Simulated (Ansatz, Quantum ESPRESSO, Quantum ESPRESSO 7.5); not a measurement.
# The basal face of Zr: relaxation and work function

Aim: the work function of the relaxed basal face of Zr, and how far the functional matters.

Program: Quantum ESPRESSO 7.5. Level of theory: plane-wave DFT, PBE, GBRV ultrasoft pseudopotentials (geometry and cross-check by Ansatz 0.2.0 with PAW datasets; geometry under PBE). Results are calculated unless marked as measured.

Experimental background.

For Zr (polycrystalline sample, no single face), “Anisotropic work function of elemental crystals” (2019, arxiv:1902.07811) quotes earlier work: work function, loosely compared (polycrystalline sample, no single face) 4.05 eV.

### Step 1. The structure

The cell holds 6 atoms: 6 Zr. Its edges and angles: a = 3.230 Å, b = 3.230 Å, c = 28.863 Å, α = 90.0°, β = 90.0°, γ = 60.0°. It derives from Zr. Vacuum lies along c.

### Step 2. Geometry from Ansatz of (0001)

The geometry comes first, from a plane-wave PAW code, so that the later runs on this slab share one structure.

The input, input.yaml:

```yaml
crystal:
  lattice:
    - [3.23, 0.0, 0.0]
    - [1.615, 2.7972620542, 0.0]
    - [0.0, 0.0, 28.863475]
  atoms:
    - { symbol: Zr, position: [0.6666666667, 0.6666666667, 0.2771669038] }
    - { symbol: Zr, position: [0.0, 0.0, 0.3663001423] }
    - { symbol: Zr, position: [0.6666666667, 0.6666666667, 0.4554333808] }
    - { symbol: Zr, position: [0.0, 0.0, 0.5445666192] }
    - { symbol: Zr, position: [0.6666666667, 0.6666666667, 0.6336998577] }
    - { symbol: Zr, position: [0.0, 0.0, 0.7228330962] }
kpoints:
  mp_grid: { grid: [12, 12, 1] }
hamiltonian:
  xc: pbe
scf:
  occupations: { method: fermi_dirac, width: 0.1 }
  convergence: { dr2_threshold: 1.0e-08 }
efield:
  axis: 3
  dipole_correction: true
  ramp_position: 0.97
  ramp_width: 0.04
relax:
  f_tol: 0.01
  constraints: [{ sites: [2, 3] }]
output:
  write_potential: true
  write_density: true
  volumetric_format: npy
```

Launch:

```console
$ ansatz run input.yaml --threads 2 --pin off --max-ram 4096MiB --backend cpu --events-out ev --progress --plain --runs-dir out
```

Numbers of over 12 decimals in the logs are rounded to 6 here.

Output:

```text
Engine: ansatz 0.2.0, aarch64-unknown-linux-gnu
Pseudopotentials: kind: paw
Pseudopotential: Zr, paw, valence charge 12, recommended cutoff 420 eV (normal), Zr.paw.azcp
Functional definition: PBE
  parameter kappa = 0.804
  parameter beta = 0.066725
  exchange = pbe_x(kappa = kappa, mu = beta*pi^2/3)
  correlation = pbe_c(beta = beta)
Crystal: 6 atoms, lattice volume = 260.786 Å³
Basis set: ecut = 420 eV, 5173 PW (Γ), exchange–correlation on 48×48×400 points (8 copies of the dense FFT grid, shifted against one another)
Bands: 44, of which v1, the nominal top of the filled ones, is band 36 counted from 1 (35 counted from 0)
Symmetry: 6 space group operations
k-points: 19 of 144 (time reversal used)
Non-local potential: Zr, projectors of the file, l = 0: 3, l = 1: 2, l = 2: 2, l = 3: 2
PAW form: soft (Blöchl's): semilocal exchange-correlation on the pseudo side does not see the compensation charge
PAW one-centre angular grid: Zr, 590 points (default); XC on 64 Gauss nodes
Initial density: superposition of atomic densities (neutral atoms: chi_scale 0, normalization atom), corrected by the library's trained network
Initial wavefunctions: pseudopotential atomic-orbital guess
Functional: x = pbe(κ = 0.804, μ = 0.219515), c = pbe(β = 0.066725)
SCF iter   1: F=—  HF=-25101.279297 eV  |F-HF|=—  |Δ(HF+E_count)|=         —  Δρ=5.10e-3  dr2=2.10e0  ethr=1.77e-3  p=-0.002 e·Å  D=-1.09e-3 V/Å  ΔV_dip=0.03 eV  dr2_dipole=2.27e-2  V_vac-E_F(+/−)=4.17/4.14 eV  ⟨swp⟩=8.4  Hψ=3717  notcnv=0
efield: sawtooth ramp at fractional position 0.9700 (set: `efield.ramp_position`, or a place that a band, a saddle search or an elastic batch's reference lends), width 0.0400; the density the first Hamiltonian is built on has a dipole p = -0.002 e·Å; the dipole correction subtracts the counter field D = -1.09e-3 V/Å, which shifts the + side's vacuum level by +0.03 eV against the − side's; the planar-averaged density in the ramp window peaks in size at 6.8e-5 e/Å³
preconditioner: auto → LDOS  [metal: Δε(μ)=0.023 eV  Ē_g=2.398 eV  σ=0.100 eV  W_gap=0.06  n_scr=20 (ndim 8)  ℏωp=11.3 eV  f_vac=0.405  D(μ)=9.29/eV (n_scr^D=88)  β→1.0]
SCF iter   2: F=—  HF=-25101.261154 eV  |F-HF|=—  |Δ(HF+E_count)|=   1.81e-2  Δρ=1.03e-3  dr2=6.47e-3  ethr=1.77e-3  p=-0.000 e·Å  D=-4.70e-5 V/Å  ΔV_dip=0.00 eV  dr2_dipole=2.20e-5  V_vac-E_F(+/−)=4.16/4.15 eV  ⟨swp⟩=1.0  Hψ=988  notcnv=0
SCF iter   3: F=—  HF=-25101.261956 eV  |F-HF|=—  |Δ(HF+E_count)|=   8.01e-4  Δρ=3.87e-4  dr2=1.86e-3  ethr=8.98e-6  p=-0.000 e·Å  D=-3.15e-5 V/Å  ΔV_dip=0.00 eV  dr2_dipole=7.39e-7  V_vac-E_F(+/−)=4.18/4.18 eV  ⟨swp⟩=2.2  Hψ=1409  notcnv=0
SCF iter   4: F=—  HF=-25101.261920 eV  |F-HF|=—  |Δ(HF+E_count)|=   3.61e-5  Δρ=1.38e-4  dr2=1.59e-4  ethr=2.59e-6  p=-0.000 e·Å  D=-1.28e-5 V/Å  ΔV_dip=0.00 eV  dr2_dipole=6.80e-8  V_vac-E_F(+/−)=4.19/4.19 eV  ⟨swp⟩=2.2  Hψ=1438  notcnv=0
SCF iter   5: F=—  HF=-25101.261929 eV  |F-HF|=—  |Δ(HF+E_count)|=   9.24e-6  Δρ=4.72e-5  dr2=8.97e-6  ethr=2.21e-7  p=-0.000 e·Å  D=-5.90e-6 V/Å  ΔV_dip=0.00 eV  dr2_dipole=1.05e-8  V_vac-E_F(+/−)=4.19/4.19 eV  ⟨swp⟩=2.3  Hψ=1427  notcnv=0
SCF iter   6: F=—  HF=-25101.261587 eV  |F-HF|=—  |Δ(HF+E_count)|=   3.42e-4  Δρ=1.78e-5  dr2=2.71e-6  ethr=1.25e-8  p=-0.000 e·Å  D=-1.33e-6 V/Å  ΔV_dip=0.00 eV  dr2_dipole=5.30e-10  V_vac-E_F(+/−)=4.19/4.19 eV  ⟨swp⟩=2.5  Hψ=1455  notcnv=0
SCF iter   7: F=—  HF=-25101.261588 eV  |F-HF|=—  |Δ(HF+E_count)|=   4.61e-7  Δρ=5.59e-6  dr2=1.63e-7  ethr=3.77e-9  p=0.000 e·Å  D=5.17e-7 V/Å  ΔV_dip=-0.00 eV  dr2_dipole=4.58e-13  V_vac-E_F(+/−)=4.19/4.19 eV  ⟨swp⟩=2.1  Hψ=1194  notcnv=0
SCF iter   8: F=—  HF=-25101.261588 eV  |F-HF|=—  |Δ(HF+E_count)|=   5.63e-8  Δρ=1.80e-6  dr2=1.92e-8  ethr=2.26e-10  p=0.000 e·Å  D=1.49e-6 V/Å  ΔV_dip=-0.00 eV  dr2_dipole=3.04e-11  V_vac-E_F(+/−)=4.19/4.19 eV  ⟨swp⟩=2.7  Hψ=1553  notcnv=0
SCF iter   9: F=-25101.261588 eV  HF=-25101.261588 eV  |F-HF|=3.17e-9  |Δ(HF+E_count)|=   1.28e-8  Δρ=6.93e-7  dr2=5.63e-9  ethr=1.39e-11  p=0.000 e·Å  D=1.84e-6 V/Å  ΔV_dip=-0.00 eV  dr2_dipole=1.63e-12  V_vac-E_F(+/−)=4.19/4.19 eV  ⟨swp⟩=9.5  Hψ=6020  notcnv=0
SCF 1 converged in 9 iterations: F = -25101.261588 eV  dr2 = 5.63e-9
  greatest PAW one-centre occupation: 0.996 electrons in one spin orbital (limit 2), on the Zr atom at site 0 (counted from 0), in its partial waves of l = 0
relax step   1: F+E_penalty+E_count = -25101.26158773 eV  Δ(F+E_penalty+E_count) = +0.000e0 eV  max|allowed force component| = 5.389e-1 eV/Å  Δτ_max = 0.0000 Å  (9 SCF iters, accepted)
Initial density: handed on by an earlier stage of this run
Initial wavefunctions: those handed on with the density
iter 1 solved again at ethr=2.37e-3 eV; its pass at ethr=3.10e-3 eV (dr2=1.70e0 eV) is discarded
SCF iter   1: F=—  HF=-25101.460564 eV  |F-HF|=—  |Δ(HF+E_count)|=         —  Δρ=8.66e-3  dr2=1.88e0  ethr=2.37e-3  p=0.000 e·Å  D=1.79e-6 V/Å  ΔV_dip=-0.00 eV  dr2_dipole=6.70e-10  V_vac-E_F(+/−)=4.22/4.22 eV  ⟨swp⟩=1.0  Hψ=2995  notcnv=0
efield: sawtooth ramp at fractional position 0.9700 (set: `efield.ramp_position`, or a place that a band, a saddle search or an elastic batch's reference lends), width 0.0400; the density the first Hamiltonian is built on has a dipole p = 0.000 e·Å; the dipole correction subtracts the counter field D = 1.79e-6 V/Å, which shifts the + side's vacuum level by -0.00 eV against the − side's; the planar-averaged density in the ramp window peaks in size at 1.6e-6 e/Å³
preconditioner: auto → LDOS  [metal: Δε(μ)=0.069 eV  Ē_g=2.482 eV  σ=0.100 eV  W_gap=0.17  n_scr=20 (ndim 8)  ℏωp=11.3 eV  f_vac=0.417  D(μ)=7.08/eV (n_scr^D=20)  β→1.0]
SCF iter   2: F=—  HF=-25101.330092 eV  |F-HF|=—  |Δ(HF+E_count)|=   1.30e-1  Δρ=5.18e-3  dr2=3.62e-1  ethr=2.37e-3  p=0.000 e·Å  D=2.35e-5 V/Å  ΔV_dip=-0.00 eV  dr2_dipole=3.25e-8  V_vac-E_F(+/−)=3.97/3.97 eV  ⟨swp⟩=2.6  Hψ=1438  notcnv=0
SCF iter   3: F=—  HF=-25101.298473 eV  |F-HF|=—  |Δ(HF+E_count)|=   3.16e-2  Δρ=1.60e-3  dr2=2.21e-2  ethr=5.03e-4  p=0.000 e·Å  D=1.87e-5 V/Å  ΔV_dip=-0.00 eV  dr2_dipole=3.70e-9  V_vac-E_F(+/−)=4.10/4.10 eV  ⟨swp⟩=2.4  Hψ=1521  notcnv=0
SCF iter   4: F=—  HF=-25101.294703 eV  |F-HF|=—  |Δ(HF+E_count)|=   3.77e-3  Δρ=3.95e-4  dr2=6.04e-4  ethr=3.07e-5  p=0.000 e·Å  D=1.05e-5 V/Å  ΔV_dip=-0.00 eV  dr2_dipole=2.63e-10  V_vac-E_F(+/−)=4.10/4.10 eV  ⟨swp⟩=2.8  Hψ=1627  notcnv=0
[...]
SCF iter   4: F=—  HF=-25101.331812 eV  |F-HF|=—  |Δ(HF+E_count)|=   6.42e-4  Δρ=1.94e-4  dr2=2.16e-4  ethr=6.88e-6  p=0.000 e·Å  D=3.68e-6 V/Å  ΔV_dip=-0.00 eV  dr2_dipole=2.96e-10  V_vac-E_F(+/−)=4.19/4.19 eV  ⟨swp⟩=2.4  Hψ=1501  notcnv=0
SCF iter   5: F=—  HF=-25101.331860 eV  |F-HF|=—  |Δ(HF+E_count)|=   4.74e-5  Δρ=5.27e-5  dr2=2.23e-5  ethr=3.00e-7  p=0.000 e·Å  D=1.96e-6 V/Å  ΔV_dip=-0.00 eV  dr2_dipole=4.45e-13  V_vac-E_F(+/−)=4.18/4.18 eV  ⟨swp⟩=2.2  Hψ=1126  notcnv=0
SCF iter   6: F=—  HF=-25101.331864 eV  |F-HF|=—  |Δ(HF+E_count)|=   4.14e-6  Δρ=1.94e-5  dr2=2.49e-6  ethr=3.09e-8  p=0.000 e·Å  D=1.80e-6 V/Å  ΔV_dip=-0.00 eV  dr2_dipole=1.50e-11  V_vac-E_F(+/−)=4.18/4.18 eV  ⟨swp⟩=2.1  Hψ=1192  notcnv=0
SCF iter   7: F=—  HF=-25101.331526 eV  |F-HF|=—  |Δ(HF+E_count)|=   3.38e-4  Δρ=6.90e-6  dr2=5.49e-7  ethr=3.45e-9  p=0.000 e·Å  D=1.79e-6 V/Å  ΔV_dip=-0.00 eV  dr2_dipole=1.97e-11  V_vac-E_F(+/−)=4.18/4.18 eV  ⟨swp⟩=2.6  Hψ=1573  notcnv=0
SCF iter   8: F=—  HF=-25101.331526 eV  |F-HF|=—  |Δ(HF+E_count)|=   3.55e-8  Δρ=2.37e-6  dr2=4.05e-8  ethr=7.62e-10  p=0.000 e·Å  D=1.79e-6 V/Å  ΔV_dip=-0.00 eV  dr2_dipole=5.41e-14  V_vac-E_F(+/−)=4.18/4.18 eV  ⟨swp⟩=2.8  Hψ=1515  notcnv=0
SCF iter   9: F=-25101.331526 eV  HF=-25101.331526 eV  |F-HF|=3.91e-9  |Δ(HF+E_count)|=   1.51e-8  Δρ=9.16e-7  dr2=9.88e-9  ethr=1.39e-11  p=0.000 e·Å  D=1.78e-6 V/Å  ΔV_dip=-0.00 eV  dr2_dipole=1.59e-13  V_vac-E_F(+/−)=4.18/4.18 eV  ⟨swp⟩=9.7  Hψ=5963  notcnv=0
SCF 3 converged in 9 iterations: F = -25101.331526 eV  dr2 = 9.88e-9
relax step   3: F+E_penalty+E_count = -25101.33152565 eV  Δ(F+E_penalty+E_count) = -3.696e-2 eV  max|allowed force component| = 5.989e-2 eV/Å  Δτ_max = 0.0750 Å  (9 SCF iters, accepted)
SCF iter   1: F=—  HF=-25101.333397 eV  |F-HF|=—  |Δ(HF+E_count)|=         —  Δρ=6.20e-4  dr2=8.89e-3  ethr=1.29e-4  p=0.000 e·Å  D=1.77e-6 V/Å  ΔV_dip=-0.00 eV  dr2_dipole=2.97e-11  V_vac-E_F(+/−)=4.18/4.18 eV  ⟨swp⟩=1.9  Hψ=1266  notcnv=0
efield: sawtooth ramp at fractional position 0.9700 (set: `efield.ramp_position`, or a place that a band, a saddle search or an elastic batch's reference lends), width 0.0400; the density the first Hamiltonian is built on has a dipole p = 0.000 e·Å; the dipole correction subtracts the counter field D = 1.77e-6 V/Å, which shifts the + side's vacuum level by -0.00 eV against the − side's; the planar-averaged density in the ramp window peaks in size at 1.4e-6 e/Å³
preconditioner: auto → LDOS  [metal: Δε(μ)=0.033 eV  Ē_g=2.433 eV  σ=0.100 eV  W_gap=0.08  n_scr=20 (ndim 8)  ℏωp=11.3 eV  f_vac=0.409  D(μ)=7.93/eV (n_scr^D=62)  β→1.0]
SCF iter   2: F=—  HF=-25101.332835 eV  |F-HF|=—  |Δ(HF+E_count)|=   5.62e-4  Δρ=3.47e-4  dr2=1.97e-3  ethr=1.23e-5  p=0.000 e·Å  D=1.31e-6 V/Å  ΔV_dip=-0.00 eV  dr2_dipole=4.94e-10  V_vac-E_F(+/−)=4.16/4.16 eV  ⟨swp⟩=2.0  Hψ=1192  notcnv=0
SCF iter   3: F=—  HF=-25101.332712 eV  |F-HF|=—  |Δ(HF+E_count)|=   1.23e-4  Δρ=1.04e-4  dr2=9.73e-5  ethr=2.74e-6  p=0.000 e·Å  D=1.65e-6 V/Å  ΔV_dip=-0.00 eV  dr2_dipole=2.18e-12  V_vac-E_F(+/−)=4.17/4.17 eV  ⟨swp⟩=2.5  Hψ=1467  notcnv=0
SCF iter   4: F=—  HF=-25101.332700 eV  |F-HF|=—  |Δ(HF+E_count)|=   1.15e-5  Δρ=2.91e-5  dr2=3.99e-6  ethr=1.35e-7  p=0.000 e·Å  D=1.63e-6 V/Å  ΔV_dip=-0.00 eV  dr2_dipole=6.48e-12  V_vac-E_F(+/−)=4.17/4.17 eV  ⟨swp⟩=2.3  Hψ=1471  notcnv=0
SCF iter   5: F=—  HF=-25101.332364 eV  |F-HF|=—  |Δ(HF+E_count)|=   3.36e-4  Δρ=7.70e-6  dr2=5.55e-7  ethr=5.54e-9  p=0.000 e·Å  D=1.65e-6 V/Å  ΔV_dip=-0.00 eV  dr2_dipole=1.61e-11  V_vac-E_F(+/−)=4.17/4.17 eV  ⟨swp⟩=2.7  Hψ=1412  notcnv=0
SCF iter   6: F=—  HF=-25101.332364 eV  |F-HF|=—  |Δ(HF+E_count)|=   1.60e-7  Δρ=3.13e-6  dr2=8.24e-8  ethr=7.70e-10  p=0.000 e·Å  D=1.69e-6 V/Å  ΔV_dip=-0.00 eV  dr2_dipole=1.49e-12  V_vac-E_F(+/−)=4.17/4.17 eV  ⟨swp⟩=2.3  Hψ=1298  notcnv=0
SCF iter   7: F=-25101.332364 eV  HF=-25101.332364 eV  |F-HF|=1.47e-9  |Δ(HF+E_count)|=   1.09e-8  Δρ=1.02e-6  dr2=8.10e-9  ethr=1.39e-11  p=0.000 e·Å  D=1.72e-6 V/Å  ΔV_dip=-0.00 eV  dr2_dipole=3.67e-15  V_vac-E_F(+/−)=4.17/4.17 eV  ⟨swp⟩=7.4  Hψ=6225  notcnv=0
SCF 4 converged in 7 iterations: F = -25101.332364 eV  dr2 = 8.10e-9
relax step   4: F+E_penalty+E_count = -25101.33236429 eV  Δ(F+E_penalty+E_count) = -8.386e-4 eV  max|allowed force component| = 2.801e-3 eV/Å  Δτ_max = 0.0113 Å  (7 SCF iters, accepted)
NSCF: frozen V_eff on 19 k-points
the band table was solved once a step of the walk had ended and its energy, with any forces and stress, was formed, with the checks that follow a solve (3566 applications of the Hamiltonian). They found nothing against the state; the energy, forces and stress were not computed again (output.eigenvalues in the input reference)
WARN: The output density's exchange-correlation potential varies sharply where the density is thin. Do not read a vacuum level from v_tot or v_xc, or from such a field of the output density. On a cell that repeats whose density bears no net charge and no dipole along the vacuum's axis use v_es (v_loc + v_h of the components); under efield.dipole_correction with no amplitude use v_es + v_field, which holds any externa [...]
SCF converged after 7 iterations
Free energy (F): -25101.332364 eV
Harris-Foulkes:  -25101.332364 eV  (|F-HF|=1.47e-9)
Internal energy: -25101.064847 eV  (E = F + TS)
E sigma→0 (E₀):  -25101.198606 eV
Entropy (-TS):   -0.267517 eV (-44.586 meV/atom)
Fermi energy:    5.654121 eV
Dipole field:    D = 0.000002 V/Å  (p = 0.000002 e·Å, saw-weighted, corrected)
Work function:   Φ+ = 4.1721 eV   Φ− = 4.1722 eV
Levels:          The Fermi level and band energies are counted from a zero that moves with the ramp; work functions are not
--- Per-component energies (eV) ---
  E_band       = -1180.292602
  E_kinetic    = 1992.752714
  E_local      = -59366.729773  (includes V_loc(G=0)·N_el)
  E_nonlocal   = 484.910443
  E_hartree    = 28666.606246
  E_xc         = -966.310331
  E_vxc        = -1140.682528  (∫ρ·V_xc dr)
  E_paw        = -17725.048360  (= ΣΔE_a)
  E_vpaw       = -483.769673  (= ΣTr[D̂ρ^β])
  E_aug_tail   = 0.000147  (compensation charges beyond the density's cutoff)
  E_efield     = 0.000000  (sawtooth field / dipole correction)
  E_vefield    = -0.000034  (∫n·V_field dr)
  E_ewald      = 21812.754067
  E_smearing   = -0.267517  (= −TS)
  E_closure    = 0.000000  (closes the sum)
  Σ components = -25101.332364   (vs F -25101.332364, Δ=0.00e0)
--- Forces (eV/Å), atoms counted from 1 ---
  atom   1  Zr    -0.00000000    -0.00000000    -0.00154885
  atom   2  Zr     0.00000000     0.00000000     0.00280056
  atom   3  Zr     0.00000000    -0.00000000    -0.05122463
  atom   4  Zr     0.00000000     0.00000000     0.05122354
  atom   5  Zr     0.00000000    -0.00000000    -0.00279979
  atom   6  Zr     0.00000000     0.00000000     0.00154937
  max |Σ_I F_I| component: 1.98e-7 eV/Å
--- Band table (eV; the first three rows and the last of 19) ---
  k-point 0: bands = [... 32 lower, 6.0661, 6.0677, 6.3921, 6.3921, 6.3928, 6.3928, 6.4391, 6.4920, ... 4 higher]
  k-point 1: bands = [... 32 lower, 5.8691, 5.8959, 6.0363, 6.2153, 6.2551, 6.5030, 6.5226, 6.5471, ... 4 higher]
  k-point 2: bands = [... 32 lower, 5.3792, 5.4722, 5.6231, 5.8220, 5.8424, 6.1072, 6.3988, 6.4670, ... 4 higher]
  k-point 18: bands = [... 32 lower, 4.5900, 4.8245, 4.8245, 5.6765, 5.6765, 5.7809, 5.7886, 5.8002, ... 4 higher]
--- Relaxed structure (4 steps of the walk, 4 accepted, 0 SCFs on fresh bases) ---
  F+E_penalty+E_count = -25101.33236429 eV   max|allowed force component| = 2.801e-3 eV/Å
  atoms:
    - { symbol: Zr, position: [0.666667, 0.666667, 0.279629] }
    - { symbol: Zr, position: [4.312447834668748e-19, -8.624895669337483e-19, 0.364041] }
    - { symbol: Zr, position: [0.666667, 0.666667, 0.455433] }
    - { symbol: Zr, position: [0.0, 0.0, 0.544567] }
    - { symbol: Zr, position: [0.666667, 0.666667, 0.635958] }
    - { symbol: Zr, position: [4.700651557207455e-19, -9.40130311441493e-19, 0.720371] }
```

The job ended after 35 s (2 threads of Arm Neoverse V2, shared host; peak memory 0.53 GiB; 68 s of CPU time).

The steps of the relaxation:

```csv
step,energy less that of the first step (eV),largest force component (eV/Å)
1,0.0000,0.5389
2,-0.0330,0.4724
3,-0.0699,0.0599
4,-0.0708,0.0028
```

The atoms that moved most (Å):

```
atom     dx     dy      dz  length
 Zr6  0.000  0.000  -0.071   0.071
 Zr1  0.000  0.000   0.071   0.071
 Zr2  0.000  0.000  -0.065   0.065
 Zr5  0.000  0.000   0.065   0.065
```

The relaxation lowers the energy by 12 meV an atom. Held were the atoms numbered 3 and 4; the forces quoted are those on the free ones.

Numbers from this step:

| Property | Result |
| --- | --- |
| free energy | -25101.3324 eV |
| energy at zero smearing | -25101.1986 eV |
| smearing term TS | 0.2675 eV |
| Fermi energy | 5.654 eV |
| symmetry operations | 6 |
| work function of the upper face | 4.172 eV |
| work function of the lower face | 4.172 eV |
| dipole along the normal | 2.37e-6 e·Å |

[end of part 1 of 3]

[Logs are printed without paths, hosts, clocks, repeated set-up lines and the standing remarks that a program may print on its own settings, such as how far it seeks lower states.]

[Hosts, paths, dates, database ids (printed as entryN), source tags and the programs' standing remarks are cut or masked in the printed files.]

[Maps of the electrostatic potential energy from Ansatz leave out the sawtooth potential of an applied field or a dipole correction, so their vacuum need not be flat; planar profiles and work functions include it.]
